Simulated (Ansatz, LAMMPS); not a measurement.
# Electronic structure of liquid 59SiO2-7Al2O3-7FeO-10MgO-14CaO-3K2O (mol %) at 2300 K (82 atoms), part 2 of 2

What does DFT give for liquid 59SiO2-7Al2O3-7FeO-10MgO-14CaO-3K2O (mol %) at 2300 K (82 atoms) as built?

Ansatz 0.2.0; Kohn-Sham DFT, PBE, PAW (set soft_2), plane waves.

The cell: 17 Si, 4 Al, 2 Fe, 3 Mg, 4 Ca, 2 K and 50 O. The starting topology of bonds comes from the classical model. Without a Hubbard term or exact exchange, open shells on Fe are likely too delocalised. Only the Γ point is sampled, in a cell whose shortest periodic width is 11 Å.

So far: Set-up; How the cell was made; Plane-wave single point.

### 3. Plane-wave single point (continued)

Density of states as counts of states in windows of 1 eV (from the Fermi level), total and the larger projections:

| from (eV) | to (eV) | total up | total down | Fe d |
| --- | --- | --- | --- | --- |
| -18 | -17 | 10.2 | 9.8 | 0.0 |
| -17 | -16 | 7.4 | 7.7 | 0.0 |
| -16 | -15 | 1.8 | 2.1 | 0.0 |
| -15 | -14 | 0.0 | 0.0 | 0.0 |
| -14 | -13 | 3.0 | 3.0 | 0.0 |
| -13 | -12 | 0.0 | 0.0 | 0.0 |
| -12 | -11 | 3.8 | 3.7 | 0.0 |
| -11 | -10 | 3.2 | 3.2 | 0.0 |
| -10 | -9 | 3.5 | 3.4 | 0.0 |
| -9 | -8 | 6.2 | 6.2 | 0.0 |
| -8 | -7 | 7.3 | 7.0 | 0.0 |
| -7 | -6 | 12.0 | 11.9 | 0.3 |
| -6 | -5 | 17.1 | 16.7 | 0.5 |
| -5 | -4 | 22.3 | 20.9 | 1.4 |
| -4 | -3 | 26.4 | 23.1 | 4.3 |
| -3 | -2 | 26.5 | 22.7 | 3.6 |
| -2 | -1 | 20.8 | 20.1 | 0.5 |
| -1 | 0 | 13.7 | 16.4 | 2.7 |
| 0 | 1 | 0.5 | 7.1 | 5.6 |
| 1 | 2 | 1.7 | 2.6 | 0.6 |
| 2 | 3 | 4.5 | 4.2 | 0.2 |
| 3 | 4 | 10.1 | 9.8 | 0.1 |
| 4 | 5 | 13.3 | 13.1 | 0.0 |

Between -26 and -18 eV lie 85 more states.

About 52 of the 500 electrons lie in deeper levels, below the stored range.

Not all projections were asked for or kept, so they needn't add up to the total.

The levels nearest the highest filled one (over half full), pooled over k-points and spins:

```
level less the highest filled one (eV)  occupation
                                -0.239           1
                                -0.172           1
                                -0.150           1
                                -0.136           1
                                -0.123           1
                                     0       0.726
                                0.0449       0.252
                                0.0929       0.021
                                 0.379           0
                                 0.410           0
                                 0.564           0
                                 0.672           0
```

Spin density in the ac plane at fractional y = 0.116, with atoms of Si and Al and K and O within 0.2 Å of it.

Ten even steps from '0' (-0.16 × 1e-2 e/Å³) to '9' (2.04 × 1e-2 e/Å³), each cell a mean:
```
0000000000000000000000000000000
0000000000000000000000000000000
0000001110000000000000000000000
0000011111000000000000000000000
0000123210000000000000000000000
0000124200000000000000000000000
0000012110000010000000000000000
0000011100000110000000100000111
0001111000000000000000000002321
0001443100000000000000000012420
0001795200000000000000000001111
0000253100000000000000000000000
0000000000000001100000000001100
0000000000000000000000000112320
0000000000000000000000000113430
0000000000000000000000000112210
0000000000000000000000000001100
0000000000000000000000000000000
0000000000000000001110000000000
0000000000000000001342100000000
0000000000000000001122100000000
0000000000000000000000000000000
0000000000000000000000000000000
0000000000000000000000000000000
```
Columns run along a (10.9 Å), rows up along c (10.9 Å). Atoms in or near the plane, at fractional coordinates: Si at (0.32, 0.16), Si at (0.59, 0.03), Al at (0.57, 0.64), K at (0.88, 0.97), O at (0.43, 0.71), O at (0.45, 0.10).

Valence density in the ac plane at fractional y = 0.116, with atoms of Si and Al and K and O within 0.2 Å of it. It is the smooth field of the valence electrons, not physical close to the nuclei.

Ten steps, logarithmic in the rise over the least value, from '_' (0.0 e/Å³) to '@' (6.4 e/Å³), each cell a mean:
```
..________....::::::..........::::--====--::....--**%%@@%%##--
____________..::==++--..______..::------::..__..--**%%%%%%**--
__________....--**##++..________....::::....____..--++++++--..
________..::--======--........______________________......____
________::==++++==--::::------::..______......________________
________::==++++==----==**##**==::......::----::..______..____
..______..::------::--**%%@@@@**==::::--==++++==::....::----::
::..______........::--++%%@@%%**==::::--++****==::::--++****==
--::........____....::--++**++==::....::======--::::==##%%%%**
==--------::..........::::::::--::::..::::::::......--++####++
----==++++==--............::--==++==--::....______..::--==++==
::--==++++++--::..........--++##%%**==::..__________....::----
------====--::..____....::--**%%@@##==::..____________..--====
==--::::::......__......::--==****++--..____________..::--====
--::....______..::--==--::::------::....__........__..::--====
::..________..::++####**==::........______..::::..__....::----
..__________..--**%%@@##==::..________............______......
____________..--++####**==::________..::----::..______________
____________..::==++++==--::........--++****==::..____________
__________..::----::::--======--::::++%%@@%%**--..____________
________....::--==::::==**%%%%##==--++##@@%%**--..____________
________..::--======--++##@@@@%%**====****++==::..__......____
________..::--====----==**%%%%##++--::--==--::....::======::..
________..::------::::::--========--::----::....::++##%%##++::
```
Columns run along a (10.9 Å), rows up along c (10.9 Å). Atoms in or near the plane, at fractional coordinates: Si at (0.32, 0.16), Si at (0.59, 0.03), Al at (0.57, 0.64), K at (0.88, 0.97), O at (0.43, 0.71), O at (0.45, 0.10).

Mean intrinsic-atomic-orbital charges: Al +1.24, Ca +1.78, Fe +1.07, K +0.84, Mg +1.63, O -0.97 e. The cell holds a total moment of 8.00 μB; no search proves this magnetic order the lowest.

### 4. Distances and neighbours

These statistics describe the geometry on which the runs were made.

Density 2.30 g/cm³, 15.95 Å³ an atom.

Pair distribution functions g(r), in bins of 0.2 Å:

| r (Å) | total | O-O | O-Si | O-Al | O-Ca | O-Mg | O-Fe |
| --- | --- | --- | --- | --- | --- | --- | --- |
| 1.50 | 0.76 | 0.00 | 2.75 | 1.05 | 0.00 | 0.00 | 0.00 |
| 1.70 | 3.44 | 0.00 | 11.83 | 6.75 | 0.00 | 1.10 | 0.00 |
| 1.90 | 0.48 | 0.00 | 0.53 | 4.45 | 0.00 | 1.78 | 0.00 |
| 2.10 | 0.27 | 0.00 | 0.00 | 0.00 | 0.55 | 3.08 | 3.35 |
| 2.30 | 0.30 | 0.07 | 0.00 | 0.53 | 1.98 | 0.70 | 2.10 |
| 2.50 | 1.06 | 1.97 | 0.00 | 0.00 | 3.25 | 1.09 | 0.79 |
| 2.70 | 1.41 | 3.16 | 0.08 | 0.00 | 0.72 | 0.96 | 1.38 |
| 2.90 | 1.06 | 2.00 | 0.07 | 0.00 | 0.32 | 1.21 | 0.61 |
| 3.10 | 0.79 | 0.79 | 0.12 | 0.83 | 0.83 | 0.00 | 0.00 |
| 3.30 | 0.78 | 0.69 | 0.61 | 0.48 | 1.69 | 0.00 | 0.47 |
| 3.50 | 0.92 | 0.58 | 1.24 | 0.84 | 0.83 | 1.68 | 0.00 |
| 3.70 | 0.87 | 0.60 | 0.97 | 0.93 | 0.78 | 1.50 | 0.76 |
| 3.90 | 0.88 | 0.63 | 1.21 | 0.69 | 0.68 | 0.94 | 1.35 |
| 4.10 | 1.10 | 0.79 | 1.69 | 0.93 | 0.93 | 1.02 | 1.24 |
| 4.30 | 1.16 | 0.93 | 1.54 | 2.38 | 1.26 | 0.37 | 0.84 |
| 4.50 | 1.06 | 0.88 | 1.40 | 0.89 | 1.43 | 2.05 | 1.29 |
| 4.70 | 1.09 | 1.23 | 0.86 | 0.83 | 1.04 | 1.12 | 1.42 |
| 4.90 | 1.15 | 1.30 | 0.81 | 0.75 | 1.39 | 1.28 | 1.09 |
| 5.10 | 0.95 | 1.01 | 0.64 | 0.90 | 1.50 | 0.94 | 1.59 |
| 5.30 | 1.02 | 1.27 | 0.89 | 0.94 | 1.03 | 0.62 | 0.38 |

Local excerpt of 13 atoms (numbers count through the whole input) about O70, picked at random; x, y, z are measured from there.

```
atom      x      y      z  distance (Å)  intrinsic-atomic-orbital charge (e)  moment (μB)     Fx     Fy  Fz (eV/Å)
 O70   0.00   0.00   0.00          0.00                                -0.93         0.01  -1.51  -0.62       0.20
 Si7   1.65   0.24   0.33          1.70                                 1.69         0.00  -2.69  -1.42      -1.69
Al20  -1.29   0.16  -1.39          1.90                                 1.19         0.00   3.67   0.71      -2.16
 O57   1.99   1.34  -0.83          2.53                                -0.91         0.01   0.51   2.22      -0.94
 O60  -0.41   1.60  -2.07          2.65                                -0.94         0.00  -1.25   2.26       0.95
 O82   1.78   0.57   1.91          2.67                                -0.95         0.05   0.98   2.86       0.69
 O65   2.62  -1.00  -0.18          2.81                                -0.85         0.00   1.41  -2.18      -1.11
 O80  -0.59  -0.66  -2.76          2.90                                -0.96         0.02  -0.83  -2.08       0.02
Mg26  -2.54  -1.46   0.52          2.97                                 1.66         0.00  -0.59  -0.26       2.03
 Si5   1.07   2.30  -1.90          3.17                                 1.65         0.00  -1.25  -0.54      -0.03
 O78  -1.68  -2.84  -0.20          3.31                                -1.15         0.01   1.60  -1.94       0.02
 O34  -3.21  -0.03  -1.56          3.57                                -0.91         0.00   3.09  -0.32       1.77
Si10   0.47  -0.95  -3.98          4.12                                 1.53         0.00   1.71   1.57       2.27
```

### 5. What came out

| Quantity | Value |
| --- | --- |
| free energy per atom | -810.5548 eV/atom |
| pressure | -4.164 GPa |
| r.m.s. force component | 2.019 eV/Å |
| wall time of the 1 DFT run | 47 s |

In words: 3 levels are partly filled, by over 2 % (at Γ alone): no clear gap opens at this level. The cell holds a total moment of 8.00 μB; no search proves this magnetic order the lowest.

**Limits.** In the spin-polarised runs the search for a state of lower energy was switched off. The force components of 2.0 eV/Å r.m.s. come partly from thermal motion and partly from the difference between the classical potential and DFT. The run was spin polarised, started with 2 parallel moments, ending at 8.0 μB in the cell; that starting order needn't be the real material's, and it bears on forces, charges and levels. The moments were started parallel, whereas the real liquid is a paramagnet at this temperature. The pressure of -4.2 GPa is that of one thermal frame, in which the classical model's bond lengths enter as well as the volume, without the kinetic term.

[Logs are printed without paths, hosts, clocks, repeated set-up lines and the standing remarks that a program may print on its own settings, such as how far it seeks lower states.]

[Hosts, paths, dates, database ids (printed as entryN), source tags and the programs' standing remarks are cut or masked in the printed files.]
